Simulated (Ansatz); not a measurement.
**Work function of Al(111): what the settings cost and change**

How thick a slab and how much vacuum does the work function of Al(111) need?

Method: plane-wave DFT, PBE, Ansatz PAW, in Ansatz 0.2.0.

Experimental background.

For Al (clean (111) face, a compiled value), “Properties of real metallic surfaces: Effects of density functional semilocality and van der Waals nonlocality” (2017, arxiv:1702.08515) quotes earlier work: work function (clean (111) face, a compiled value) 4.32 eV.

## (1) The starting structure

The cell holds 1 atom: 1 Al. Its edges and angles: a = 2.864 Å, b = 2.864 Å, c = 18.000 Å, α = 90.0°, β = 90.0°, γ = 60.0°. Vacuum lies along c.

## (2) Slab, setting 1 layer

A work function rests on the faint tail of the density, so the SCF threshold is tight. The slab grows from one layer, at fixed mesh and 18 Å of vacuum; then the vacuum is varied on one slab.

input.yaml

```yaml
crystal:
  lattice:
    - [2.8637824638, 0.0, 0.0]
    - [1.4318912319, 2.4801083646, 0.0]
    - [0.0, 0.0, 18.0]
  atoms:
    - { symbol: Al, position: [0.6666666667, 0.6666666667, 0.5] }
kpoints:
  mp_grid: { grid: [16, 16, 1] }
hamiltonian:
  xc: pbe
scf:
  occupations: { method: fermi_dirac, width: 0.1 }
  convergence: { dr2_threshold: 1.0e-09 }
efield:
  axis: 3
  dipole_correction: true
  ramp_position: 0.97
  ramp_width: 0.06
output:
  write_potential: true
  write_density: true
  volumetric_format: npy
  elf: true
```

Started as:

```
> ansatz run input.yaml --threads 2 --pin off --max-ram 3072MiB --backend cpu --events-out ev --progress --plain --runs-dir out
```

Numbers of over 12 decimals in the logs are rounded to 6 here.

Log:

```text
Engine: ansatz 0.2.0, x86_64-unknown-linux-gnu
Pseudopotentials: kind: paw
Pseudopotential: Al, paw, valence charge 3, recommended cutoff 420 eV (normal), Al.paw.azcp
Functional definition: PBE
  parameter kappa = 0.804
  parameter beta = 0.066725
  exchange = pbe_x(kappa = kappa, mu = beta*pi^2/3)
  correlation = pbe_c(beta = beta)
Crystal: 1 atoms, lattice volume = 127.845 Å³
Basis set: ecut = 420 eV, 2509 PW (Γ)
Bands: 6, of which v1, the nominal top of the filled ones, is band 2 counted from 1 (1 counted from 0)
Symmetry: 12 space group operations
k-points: 30 of 256
Non-local potential: Al, projectors of the file, l = 0: 2, l = 1: 2, l = 2: 1
PAW form: soft (Blöchl's): semilocal exchange-correlation on the pseudo side does not see the compensation charge
PAW one-centre angular grid: Al, 110 points (default); XC on 64 Gauss nodes
Initial density: superposition of atomic densities (neutral atoms: chi_scale 0, normalization atom), corrected by the library's trained network
Initial wavefunctions: pseudopotential atomic-orbital guess
Functional: x = pbe(κ = 0.804, μ = 0.219515), c = pbe(β = 0.066725)
SCF iter   1: F=—  HF=-536.708488 eV  |F-HF|=—  |Δ(HF+E_count)|=         —  Δρ=1.44e-3  dr2=4.86e-3  ethr=1.77e-3  p=0.000 e·Å  D=1.92e-15 V/Å  ΔV_dip=-0.00 eV  dr2_dipole=1.19e-13  V_vac-E_F(+/−)=4.04/4.04 eV  ⟨swp⟩=7.7  Hψ=2142  notcnv=0
efield: sawtooth ramp at fractional position 0.9700 (set: `efield.ramp_position`, or a place that a band, a saddle search or an elastic batch's reference lends), width 0.0600; the density the first Hamiltonian is built on has a dipole p = 0.000 e·Å; the dipole correction subtracts the counter field D = 1.92e-15 V/Å, which shifts the + side's vacuum level by -0.00 eV against the − side's; the planar-averaged density in the ramp window peaks in size at 1.6e-5 e/Å³
preconditioner: auto → LDOS  [metal: Δε(μ)=0.143 eV  Ē_g=8.325 eV  σ=0.100 eV  W_gap=0.34  n_scr=8 (ndim 8)  ℏωp=5.7 eV  f_vac=0.600  D(μ)=0.57/eV (n_scr^D=4)  β→1.0]
SCF iter   2: F=—  HF=-536.714809 eV  |F-HF|=—  |Δ(HF+E_count)|=   6.32e-3  Δρ=2.90e-4  dr2=9.26e-5  ethr=1.62e-4  p=0.000 e·Å  D=1.52e-6 V/Å  ΔV_dip=-0.00 eV  dr2_dipole=1.26e-13  V_vac-E_F(+/−)=4.31/4.31 eV  ⟨swp⟩=2.9  Hψ=578  notcnv=0
SCF iter   3: F=—  HF=-536.715137 eV  |F-HF|=—  |Δ(HF+E_count)|=   3.28e-4  Δρ=5.74e-5  dr2=4.29e-6  ethr=3.09e-6  p=0.000 e·Å  D=2.24e-7 V/Å  ΔV_dip=-0.00 eV  dr2_dipole=1.46e-12  V_vac-E_F(+/−)=4.31/4.31 eV  ⟨swp⟩=2.0  Hψ=301  notcnv=0
SCF iter   4: F=—  HF=-536.715148 eV  |F-HF|=—  |Δ(HF+E_count)|=   1.12e-5  Δρ=6.48e-6  dr2=1.19e-7  ethr=1.43e-7  p=-0.000 e·Å  D=-1.95e-7 V/Å  ΔV_dip=0.00 eV  dr2_dipole=1.25e-12  V_vac-E_F(+/−)=4.31/4.31 eV  ⟨swp⟩=2.1  Hψ=234  notcnv=0
SCF iter   5: F=—  HF=-536.715147 eV  |F-HF|=—  |Δ(HF+E_count)|=   3.05e-7  Δρ=1.74e-6  dr2=6.24e-9  ethr=3.95e-9  p=0.000 e·Å  D=9.42e-8 V/Å  ΔV_dip=-0.00 eV  dr2_dipole=4.21e-13  V_vac-E_F(+/−)=4.31/4.31 eV  ⟨swp⟩=2.6  Hψ=234  notcnv=0
SCF iter   6: F=-536.715147 eV  HF=-536.715147 eV  |F-HF|=3.80e-11  |Δ(HF+E_count)|=   9.60e-9  Δρ=1.59e-7  dr2=2.12e-10  ethr=3.33e-11  p=-0.000 e·Å  D=-7.66e-8 V/Å  ΔV_dip=0.00 eV  dr2_dipole=2.65e-13  V_vac-E_F(+/−)=4.31/4.31 eV  ⟨swp⟩=4.9  Hψ=946  notcnv=0
SCF 1 converged in 6 iterations: F = -536.715147 eV  dr2 = 2.12e-10
  greatest PAW one-centre occupation: 0.477 electrons in one spin orbital (limit 2), on the Al atom at site 0 (counted from 0), in its partial waves of l = 0
WARN: The output density's exchange-correlation potential varies sharply where the density is thin. Do not read a vacuum level from v_tot or v_xc, or from such a field of the output density. On a cell that repeats whose density bears no net charge and no dipole along the vacuum's axis use v_es (v_loc + v_h of the components); under efield.dipole_correction with no amplitude use v_es + v_field, which holds any externa [...]
SCF converged after 6 iterations
Free energy (F): -536.715147 eV
Harris-Foulkes:  -536.715147 eV  (|F-HF|=3.80e-11)
Internal energy: -536.695711 eV  (E = F + TS)
E sigma→0 (E₀):  -536.705429 eV
Entropy (-TS):   -0.019437 eV (-19.437 meV/atom)
Fermi energy:    -2.623630 eV
Dipole field:    D = 0.000001 V/Å  (p = 0.000001 e·Å, saw-weighted, corrected)
Work function:   Φ+ = 4.3124 eV   Φ− = 4.3124 eV
Levels:          The Fermi level and band energies are counted from a zero that moves with the ramp; work functions are not
--- Per-component energies (eV) ---
  E_band       = -18.282788
  E_kinetic    = 19.004947
  E_local      = -258.140759  (includes V_loc(G=0)·N_el)
  E_nonlocal   = 10.585157
  E_hartree    = 119.852381
  E_xc         = -37.480940
  E_vxc        = -25.921019  (∫ρ·V_xc dr)
  E_paw        = -467.150787  (= ΣΔE_a)
  E_vpaw       = -3.515649  (= ΣTr[D̂ρ^β])
  E_aug_tail   = -0.000002  (compensation charges beyond the density's cutoff)
  E_efield     = 0.000000  (sawtooth field / dipole correction)
  E_vefield    = 0.000000  (∫n·V_field dr)
  E_ewald      = 76.634293
  E_smearing   = -0.019437  (= −TS)
  E_closure    = 0.000000  (closes the sum)
  Σ components = -536.715147   (vs F -536.715147, Δ=0.00e0)
--- Band table (eV; the first three rows and the last of 30) ---
  k-point 0: bands = ["-10.6642", "-4.2836", "0.3041", "1.5191", "1.8232", "3.4159"]
  k-point 1: bands = ["-10.5704", "-4.1936", "0.3971", "1.6139", "1.9179", "3.5070"]
  k-point 2: bands = ["-10.2895", "-3.9236", "0.6744", "1.8982", "2.2012", "3.7740"]
  k-point 29: bands = ["-3.8888", "-2.6820", "-1.9751", "1.9835", "3.9500", "4.6854"]
```

Wall time 3.1 s (2 threads of Intel Xeon 6975P-C (Granite Rapids), shared host); peak memory 0.38 GiB.

Numbers from this step:

* energy at zero smearing: -536.7054 eV
* work function, upper face: 4.312 eV

Running mean over 2.338 Å of the planar mean; the ramp of the sawtooth is left out. Table of electron's electrostatic potential energy less the Fermi level by z:

| z (Å) | electron's electrostatic potential energy less the Fermi level (eV) |
| --- | --- |
| 2.88 | 4.31 |
| 3.17 | 4.31 |
| 3.60 | 4.31 |
| 3.89 | 4.31 |
| 4.18 | 4.31 |
| 4.46 | 4.31 |
| 4.90 | 4.30 |
| 5.18 | 4.29 |
| 5.47 | 4.28 |
| 5.90 | 4.22 |
| 6.19 | 4.12 |
| 6.48 | 3.94 |
| 6.91 | 3.31 |
| 7.20 | 2.42 |
| 7.49 | 1.15 |
| 7.78 | -0.245 |
| 8.21 | -2.30 |
| 8.50 | -3.46 |
| 8.78 | -4.13 |
| 9.22 | -4.13 |
| 9.50 | -3.46 |
| 9.79 | -2.30 |
| 10.22 | -0.245 |
| 10.51 | 1.15 |
| 10.80 | 2.42 |
| 11.09 | 3.31 |
| 11.52 | 3.94 |
| 11.81 | 4.12 |
| 12.10 | 4.22 |
| 12.53 | 4.28 |
| 12.82 | 4.29 |
| 13.10 | 4.30 |
| 13.54 | 4.31 |
| 13.82 | 4.31 |
| 14.11 | 4.31 |
| 14.40 | 4.31 |
| 14.83 | 4.31 |
| 15.12 | 4.31 |

Valence density in the ca plane at fractional y = 0.667, with atoms of Al within 0.2 Å of it. It is the smooth field of the valence electrons, not physical close to the nuclei.

Ten even steps from '0' (0.00 e/Å³) to '9' (0.22 e/Å³), each cell a mean:
```
00000000000000000024777763100000000000000000
00000000000000000025644563100000000000000000
00000000000000000025533463100000000000000000
00000000000000000024654663100000000000000000
00000000000000000014788852100000000000000000
00000000000000000013699852100000000000000000
00000000000000000013689742100000000000000000
00000000000000000013699852100000000000000000
```
Columns run along c (18.0 Å), rows up along a (2.9 Å). Atoms in or near the plane, at fractional coordinates: Al at (0.50, 0.67).

Electrostatic potential energy in the ca plane at fractional y = 0.667, with atoms of Al within 0.2 Å of it. With pseudopotentials it is smooth inside the atoms' cores, unlike the true potential.

Values in eV, 5 rows by 16 columns, each cell a mean:
```
  2   2   2   2   2   2   0 -12 -14  -1   2   2   2   2   2   2
  2   2   2   2   2   2   0 -13 -13  -2   1   2   2   2   2   2
  2   2   2   2   2   2   0 -12 -14  -1   2   2   2   2   2   2
  2   2   2   2   2   2   1  -4  -5   1   2   2   2   2   2   2
  2   2   2   2   2   2   1  -4  -5   1   2   2   2   2   2   2
```
Columns run along c (18.0 Å; values clipped at the 3rd and 97th percentile), rows up along a (2.9 Å). Atoms in or near the plane, at fractional coordinates: Al at (0.50, 0.67).

ELF in the ca plane at fractional y = 0.667, with atoms of Al within 0.2 Å of it. It is the smooth field of the valence electrons, not physical close to the nuclei.

Values, 5 rows by 16 columns, each cell a mean:
```
0.00 0.00 0.00 0.00 0.00 0.05 0.38 0.52 0.45 0.46 0.08 0.01 0.00 0.00 0.00 0.00
0.00 0.00 0.00 0.00 0.00 0.06 0.44 0.42 0.39 0.52 0.10 0.01 0.00 0.00 0.00 0.00
0.00 0.00 0.00 0.00 0.00 0.05 0.38 0.52 0.45 0.46 0.08 0.01 0.00 0.00 0.00 0.00
0.00 0.00 0.00 0.00 0.00 0.04 0.26 0.64 0.68 0.33 0.06 0.00 0.00 0.00 0.00 0.00
0.00 0.00 0.00 0.00 0.00 0.04 0.26 0.64 0.68 0.33 0.06 0.00 0.00 0.00 0.00 0.00
```
Columns run along c (18.0 Å), rows up along a (2.9 Å). Atoms in or near the plane, at fractional coordinates: Al at (0.50, 0.67).

The work function is 4.312 eV.

## (3) Slab, 2 atoms

System of this step: Al(111). The cell holds 2 atoms: 2 Al. Cell: a = 2.864 Å, b = 2.864 Å, c = 20.338 Å, α = 90.0°, β = 90.0°, γ = 60.0°. Vacuum lies along c.

input.yaml, the sections that differ from step 2:

```yaml
crystal:
  lattice:
    - [2.8637824638, 0.0, 0.0]
    - [1.4318912319, 2.4801083646, 0.0]
    - [0.0, 0.0, 20.3382685902]
  atoms:
    - { symbol: Al, position: [0.6666666667, 0.6666666667, 0.4425155445] }
    - { symbol: Al, position: [0.0, 0.0, 0.5574844555] }
output:
  write_potential: true
  write_density: true
  volumetric_format: npy
# kpoints, hamiltonian, scf, efield: as in step 2
```

Log:

```text
[...]
Crystal: 2 atoms, lattice volume = 144.452 Å³
Basis set: ecut = 420 eV, 2815 PW (Γ)
Bands: 7, of which v1, the nominal top of the filled ones, is band 3 counted from 1 (2 counted from 0)
Symmetry: 6 space group operations
k-points: 30 of 256 (time reversal used)
[...]
Internal energy: -1074.247270 eV  (E = F + TS)
E sigma→0 (E₀):  -1074.267321 eV
Entropy (-TS):   -0.040101 eV (-20.050 meV/atom)
Fermi energy:    -1.383986 eV
Dipole field:    D = -0.000002 V/Å  (p = -0.000001 e·Å, saw-weighted, corrected)
Work function:   Φ+ = 4.2266 eV   Φ− = 4.2266 eV
[...]
--- Band table (eV; the first three rows and the last of 30) ---
[...]
[key lines of the parts left out:]
SCF converged after 7 iterations
Free energy (F): -1074.287371 eV
```

Run time: 4.1 s. Hardware: 2 threads; peak memory 0.42 GiB; 5.9 s of CPU time.

The work function is 4.227 eV, -0.086 eV from the run “1 layer”, at 1.5 times its CPU time.

## (4) Run, 3 atoms

System of this step: Al(111). The cell holds 3 atoms: 3 Al. Cell: a = 2.864 Å, b = 2.864 Å, c = 22.677 Å, α = 90.0°, β = 90.0°, γ = 60.0°. Vacuum lies along c.

input.yaml, the sections that differ from step 3:

```yaml
crystal:
  lattice:
    - [2.8637824638, 0.0, 0.0]
    - [1.4318912319, 2.4801083646, 0.0]
    - [0.0, 0.0, 22.6765371804]
  atoms:
    - { symbol: Al, position: [0.3333333333, 0.3333333333, 0.396885994] }
    - { symbol: Al, position: [0.6666666667, 0.6666666667, 0.5] }
    - { symbol: Al, position: [0.0, 0.0, 0.603114006] }
# kpoints, hamiltonian, scf, efield, output: as in step 3
```

Log:

```text
[...]
Crystal: 3 atoms, lattice volume = 161.060 Å³
Basis set: ecut = 420 eV, 3159 PW (Γ)
Bands: 9, of which v1, the nominal top of the filled ones, is band 5 counted from 1 (4 counted from 0)
Symmetry: 6 space group operations
k-points: 30 of 256 (time reversal used)
[...]
Free energy (F): -1611.830002 eV
[...]
Internal energy: -1611.790646 eV  (E = F + TS)
E sigma→0 (E₀):  -1611.810324 eV
Entropy (-TS):   -0.039356 eV (-13.119 meV/atom)
Fermi energy:    -0.210454 eV
Dipole field:    D = 0.000002 V/Å  (p = 0.000002 e·Å, saw-weighted, corrected)
Work function:   Φ+ = 3.8928 eV   Φ− = 3.8928 eV
[...]
--- Band table (eV; the first three rows and the last of 30) ---
[...]
[key lines of the parts left out:]
SCF converged after 7 iterations
```

Run time: 5.7 s. Hardware: 2 threads; peak memory 0.42 GiB; 8.6 s of CPU time.

The work function is 3.893 eV, -0.334 eV from the run “2 layers”, at 1.5 times its CPU time.

## (5) Slab, 4 atoms

System of this step: Al(111). The cell holds 4 atoms: 4 Al. Its edges and angles: a = 2.864 Å, b = 2.864 Å, c = 25.015 Å, α = 90.0°, β = 90.0°, γ = 60.0°. Vacuum lies along c.

input.yaml, the sections that differ from step 4:

```yaml
crystal:
  lattice:
    - [2.8637824638, 0.0, 0.0]
    - [1.4318912319, 2.4801083646, 0.0]
    - [0.0, 0.0, 25.0148057707]
  atoms:
    - { symbol: Al, position: [0.0, 0.0, 0.3597869231] }
    - { symbol: Al, position: [0.3333333333, 0.3333333333, 0.4532623077] }
    - { symbol: Al, position: [0.6666666667, 0.6666666667, 0.5467376923] }
    - { symbol: Al, position: [0.0, 0.0, 0.6402130769] }
# kpoints, hamiltonian, scf, efield, output: as in step 4
```

Log:

```text
[...]
Crystal: 4 atoms, lattice volume = 177.667 Å³
Basis set: ecut = 420 eV, 3467 PW (Γ)
Bands: 10, of which v1, the nominal top of the filled ones, is band 6 counted from 1 (5 counted from 0)
Symmetry: 6 space group operations
k-points: 30 of 256 (time reversal used)
[...]
Free energy (F): -2149.288817 eV
[...]
Internal energy: -2149.229066 eV  (E = F + TS)
E sigma→0 (E₀):  -2149.258942 eV
Entropy (-TS):   -0.059750 eV (-14.938 meV/atom)
Fermi energy:    0.475672 eV
Dipole field:    D = 0.000000 V/Å  (p = 0.000000 e·Å, saw-weighted, corrected)
Work function:   Φ+ = 4.0437 eV   Φ− = 4.0437 eV
[...]
--- Band table (eV; the first three rows and the last of 30) ---
[...]
[key lines of the parts left out:]
SCF converged after 7 iterations
```

It took 5.7 s on 2 threads; peak memory 0.43 GiB.

The work function is 4.044 eV, +0.151 eV from the run “3 layers”, at 1.0 times its CPU time.

## (6) Slab, 5 atoms

System of this step: Al(111). The cell holds 5 atoms: 5 Al. Its edges and angles: a = 2.864 Å, b = 2.864 Å, c = 27.353 Å, α = 90.0°, β = 90.0°, γ = 60.0°. Vacuum lies along c.

input.yaml, the sections that differ from step 5:

```yaml
crystal:
  lattice:
    - [2.8637824638, 0.0, 0.0]
    - [1.4318912319, 2.4801083646, 0.0]
    - [0.0, 0.0, 27.3530743609]
  atoms:
    - { symbol: Al, position: [0.6666666667, 0.6666666667, 0.329030656] }
    - { symbol: Al, position: [0.0, 0.0, 0.414515328] }
    - { symbol: Al, position: [0.3333333333, 0.3333333333, 0.5] }
    - { symbol: Al, position: [0.6666666667, 0.6666666667, 0.585484672] }
    - { symbol: Al, position: [0.0, 0.0, 0.670969344] }
# kpoints, hamiltonian, scf, efield, output: as in step 5
```

Log:

```text
[...]
Crystal: 5 atoms, lattice volume = 194.275 Å³
Basis set: ecut = 420 eV, 3823 PW (Γ)
Bands: 13, of which v1, the nominal top of the filled ones, is band 8 counted from 1 (7 counted from 0)
Symmetry: 6 space group operations
k-points: 30 of 256 (time reversal used)
[...]
k-point 0: bands = [... 4 lower, -4.5526, -2.5049, -0.0911, 2.2768, 4.1034, 5.0069, 5.2620, 6.4279, ... 1 higher]
  k-point 1: bands = [... 4 lower, -4.4603, -2.4170, -0.0034, 2.3633, 4.1923, 5.0988, 5.3549, 6.5151, ... 1 higher]
  k-point 2: bands = [... 4 lower, -4.1842, -2.1533, 0.2586, 2.6191, 4.4535, 5.3711, 5.6302, 6.7547, ... 1 higher]
  k-point 29: bands = [... 4 lower, -1.2474, -0.9160, -0.8437, -0.2103, 0.3276, 0.5365, 1.7919, 2.1775, ... 1 higher]
[key lines of the parts left out:]
SCF converged after 7 iterations
Free energy (F): -2686.807415 eV
Fermi energy:    1.050624 eV
Dipole field:    D = -0.000000 V/Å  (p = -0.000000 e·Å, saw-weighted, corrected)
Work function:   Φ+ = 4.1197 eV   Φ− = 4.1197 eV
```

Run time: 8 s. Hardware: 2 threads; peak memory 0.44 GiB.

The work function is 4.120 eV, +0.076 eV from the run “4 layers”, at 1.3 times its CPU time.

## (7) Slab, 6 atoms

System of this step: Al(111). The cell holds 6 atoms: 6 Al. Its edges and angles: a = 2.864 Å, b = 2.864 Å, c = 29.691 Å, α = 90.0°, β = 90.0°, γ = 60.0°. Vacuum lies along c.

input.yaml, the sections that differ from step 6:

```yaml
crystal:
  lattice:
    - [2.8637824638, 0.0, 0.0]
    - [1.4318912319, 2.4801083646, 0.0]
    - [0.0, 0.0, 29.6913429511]
  atoms:
    - { symbol: Al, position: [0.3333333333, 0.3333333333, 0.303118657] }
    - { symbol: Al, position: [0.6666666667, 0.6666666667, 0.3818711942] }
    - { symbol: Al, position: [0.0, 0.0, 0.4606237314] }
    - { symbol: Al, position: [0.3333333333, 0.3333333333, 0.5393762686] }
    - { symbol: Al, position: [0.6666666667, 0.6666666667, 0.6181288058] }
    - { symbol: Al, position: [0.0, 0.0, 0.696881343] }
# kpoints, hamiltonian, scf, efield, output: as in step 6
```

Log:

```text
[...]
Crystal: 6 atoms, lattice volume = 210.882 Å³
Basis set: ecut = 420 eV, 4155 PW (Γ)
Bands: 15, of which v1, the nominal top of the filled ones, is band 9 counted from 1 (8 counted from 0)
Symmetry: 6 space group operations
k-points: 30 of 256 (time reversal used)
[...]
k-point 0: bands = [... 5 lower, -3.8157, -2.0798, -0.0112, 2.0797, 3.9726, 5.1296, 5.8425, 5.9493, ... 2 higher]
  k-point 1: bands = [... 5 lower, -3.7236, -1.9919, 0.0767, 2.1662, 4.0589, 5.2208, 5.9330, 6.0415, ... 2 higher]
  k-point 2: bands = [... 5 lower, -3.4480, -1.7285, 0.3391, 2.4228, 4.3120, 5.4904, 6.1989, 6.3138, ... 2 higher]
  k-point 29: bands = [... 5 lower, -0.5765, -0.5284, -0.1980, 0.0598, 0.2504, 1.0824, 1.1107, 2.0326, ... 2 higher]
[key lines of the parts left out:]
SCF converged after 8 iterations
Free energy (F): -3224.329399 eV
Fermi energy:    1.617489 eV
Dipole field:    D = 0.000000 V/Å  (p = 0.000001 e·Å, saw-weighted, corrected)
Work function:   Φ+ = 4.0540 eV   Φ− = 4.0540 eV
```

Run time: 11 s. Hardware: 2 threads; peak memory 0.46 GiB; 16 s of CPU time.

The work function is 4.054 eV, -0.066 eV from the run “5 layers”, at 1.3 times its CPU time.

[end of part 1 of 2]

[Logs are printed without paths, hosts, clocks, repeated set-up lines and the standing remarks that a program may print on its own settings, such as how far it seeks lower states.]

[Hosts, paths, dates, database ids (printed as entryN), source tags and the programs' standing remarks are cut or masked in the printed files.]

[Maps of the electrostatic potential energy from Ansatz leave out the sawtooth potential of an applied field or a dipole correction, so their vacuum need not be flat; planar profiles and work functions include it.]
